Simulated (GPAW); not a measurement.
Consider Mn2B (I4/mcm).

```
Mn B
1.0
    -2.57400    2.57400    2.10400
     2.57400   -2.57400    2.10400
     2.57400    2.57400   -2.10400
Mn B
4 2
Direct
  0.83700 0.66300 0.50000
  0.33700 0.83700 0.17400
  0.16300 0.33700 0.50000
  0.66300 0.16300 0.82600
  0.75000 0.75000 0.00000
  0.25000 0.25000 0.00000
```

Absorber: atom 5, with 2 B at 2.10 Å and 8 Mn at 2.20 Å (10-fold, site symmetry 422). Method: GPAW, LDA, excited-electron core hole (neutral cell), 18-atom cell with 5.1 Å between holes, 4×4×4 k points, dipole transitions, Gaussian full width 0.9 eV up to 4 eV, rising linearly to 3.5 eV at 25 eV.

Predict the near-edge structure at the B K edge.

Main maxima up to 24 eV above the zero (height): 2.4 eV (1.78), 3.8 eV (1.61), 5.2 eV (2.38), 10.4 eV (1.39) and 18.3 eV (0.69). A K edge sees empty p states on the absorber. The total-energy difference is 185.47 eV. The functional leaves an error in such absolute values: in the free atom LDA prices this hole 2.2 eV below PBE (computed apart), and PBE is itself good to a few eV.

The B K spectrum (energy from the lowest empty level; intensity scaled to a mean of 1 over the first 20 eV; polarised curves are means over the symmetry-equivalent atoms):

```
E (eV)  isotropic  ε ⊥ c  ε ∥ c
  -2.0       0.00   0.00   0.00
  -1.5       0.00   0.00   0.00
  -1.0       0.00   0.00   0.00
  -0.5       0.06   0.05   0.07
   0.0       0.31   0.28   0.35
   0.5       0.53   0.48   0.62
   1.0       0.73   0.61   0.98
   1.5       1.21   1.06   1.49
   2.0       1.63   1.63   1.64
   2.5       1.78   1.74   1.86
   3.0       1.52   1.42   1.71
   3.5       1.54   1.40   1.80
   4.0       1.53   1.52   1.57
   4.5       1.50   1.48   1.53
   5.0       2.24   2.03   2.66
   5.5       2.23   2.00   2.70
   6.0       1.62   1.49   1.89
   6.5       1.34   1.07   1.86
   7.0       1.21   0.73   2.17
   7.5       1.03   0.58   1.92
   8.0       0.91   0.62   1.50
   8.5       1.00   0.73   1.54
   9.0       1.17   0.89   1.71
   9.5       1.28   1.15   1.53
  10.0       1.35   1.42   1.21
  10.5       1.39   1.56   1.05
  11.0       1.25   1.43   0.90
  11.5       0.95   1.12   0.61
  12.0       0.63   0.79   0.31
  12.5       0.45   0.60   0.14
  13.0       0.40   0.56   0.09
  13.5       0.42   0.59   0.09
  14.0       0.44   0.60   0.12
  14.5       0.44   0.58   0.14
  15.0       0.42   0.54   0.17
  15.5       0.41   0.52   0.19
  16.0       0.44   0.55   0.21
  16.5       0.50   0.64   0.23
  17.0       0.58   0.74   0.26
  17.5       0.65   0.82   0.30
  18.0       0.68   0.85   0.35
  18.5       0.69   0.83   0.41
  19.0       0.67   0.77   0.47
  19.5       0.65   0.71   0.52
  20.0       0.61   0.64   0.54
  20.5       0.56   0.58   0.54
  21.0       0.51   0.51   0.51
  21.5       0.46   0.45   0.48
  22.0       0.42   0.40   0.46
  22.5       0.41   0.38   0.46
  23.0       0.41   0.37   0.48
  23.5       0.43   0.39   0.52
  24.0       0.47   0.42   0.58
  24.5       0.53   0.47   0.65
  25.0       0.58   0.51   0.71
  25.5       0.63   0.56   0.75
  26.0       0.66   0.61   0.78
  26.5       0.68   0.64   0.77
  27.0       0.69   0.66   0.75
  27.5       0.68   0.67   0.72
  28.0       0.67   0.67   0.68
  28.5       0.67   0.67   0.66
  29.0       0.66   0.67   0.64
  29.5       0.65   0.67   0.62
  30.0       0.64   0.66   0.61
  30.5       0.63   0.64   0.60
  31.0       0.60   0.61   0.58
  31.5       0.56   0.56   0.55
  32.0       0.52   0.51   0.53
```

The hole lies in one spin channel, while the script sums the empty states of both and takes the lower zero; where the two channels are split, this blurs and shifts the curve. The starting moments shrank to 0.00 μB or less, so this is hardly a magnetic state. The holes are only 5.1 Å apart, so the shape is probably not converged with cell size; no larger cell was run here. The mesh is coarse (0.33 Å⁻¹ between points), so small maxima may be mesh ripples. The structure is a published determination, not relaxed.

[Banner, clock and machine lines of the logs are left out without a mark of their own.]

[Logs are printed without paths, hosts, clocks, repeated set-up lines and the standing remarks that a program may print on its own settings, such as how far it seeks lower states.]

[Hosts, paths, dates, database ids (printed as entryN), source tags and the programs' standing remarks are cut or masked in the printed files.]

[Lists of maxima count a maximum above −3 eV only where it reaches 4 % of the highest in the window and stands out from its surroundings by 2 % of it (1.5 % where it reaches 55 %); shoulders and weaker maxima are passed over, and of the rest the first, up to two pre-edge ones and the few strongest are named.]
